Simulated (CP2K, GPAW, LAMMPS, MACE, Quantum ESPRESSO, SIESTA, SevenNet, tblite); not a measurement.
# Predicting plane-wave site energies from MACE MPA-0 medium: Al in place of Ga in Ga2O3 with crystalline order left by the classical run (65 atoms)

Density of this cell: 6.11 g/cm³. The cell holds 65 atoms: 26 Ga and 39 O. Cell: a = 8.715 Å, b = 8.715 Å, c = 8.715 Å, α = 90.0°, β = 90.0°, γ = 90.0°. 65 atoms (26 Fe, 39 O) placed at random at 4.44 g/cm³, melted at 5000 K for 10 ps at fixed volume with the Morse and Coulomb pair potential with partial charges (Pedone, Malavasi, Menziani, Cormack and Segre, J. Phys. Chem. B 110, 11780 (2006)). Quenched from 5000 K to 300 K at 100 K/ps and fixed volume, held 10 ps at zero pressure, then minimised at fixed cell. Then Fe was replaced by Ga and the cell scaled by 1.003 (the potential has no terms for the new elements, so the cell is a start for a DFT relaxation). Then the atoms were relaxed with MACE MPA-0 medium in the fixed cell.

Calculated with Quantum ESPRESSO 7.5: PBE; plane waves, SSSP efficiency, 70/560 Ry; k-points Γ. The cheaper level is MACE MPA-0 medium, trained on PBE(+U) plane-wave data, no dispersion term. Each row is one cell with Al in place of Ga, relaxed with MACE MPA-0 medium; both levels solve the same cells, and energies are counted from site Ga23 at each level.

```
energy from MACE MPA-0 medium (eV)  energy from plane waves (eV)  site
                             0.000                             0  Ga23
                             0.120                        0.1352  Ga19
                             0.125                             ?     ?
                             0.173                        0.1473  Ga16
                             0.411                        0.4349   Ga3
```

Task: Fit a straight line to the rows given and interpolate to the withheld row.

**Working.**

Take u as the energy from MACE MPA-0 medium and v as that from plane waves.

| u (eV) | v (eV) |
| --- | --- |
| 0 | 0 |
| 0.120242 | 0.135222 |
| 0.172702 | 0.147302 |
| 0.410558 | 0.434912 |

With n = 4: mean u = 0.175876, mean v = 0.179359, Σ(u − ū)² = 0.089113, Σ(u − ū)(v − v̄) = 0.094076. Slope b = 0.094076 / 0.089113 = 1.0557; intercept a = v̄ − b ū = -0.0063109.

At the withheld site u = 0.1249, and v = a + b u.

Prediction at 0.125: 0.1255 eV. The run gave 0.09674 eV, so the fit is high by 0.029 eV (30 % of the value).

The slope of 1.1 says that MACE MPA-0 medium spreads the sites about as widely as plane waves do. Taken as it stands, without the line, its value misses the withheld site by 0.028 eV. Among the rows given, the largest miss of the fit is at 0.173, by 0.029 eV (6.6 % of the range of the table).

Limits: Few sites, one cell. The geometries are those of MACE MPA-0 medium, not of DFT.

[Logs are printed without paths, hosts, clocks, repeated set-up lines and the standing remarks that a program may print on its own settings, such as how far it seeks lower states.]

[Hosts, paths, dates, database ids (printed as entryN), source tags and the programs' standing remarks are cut or masked in the printed files.]
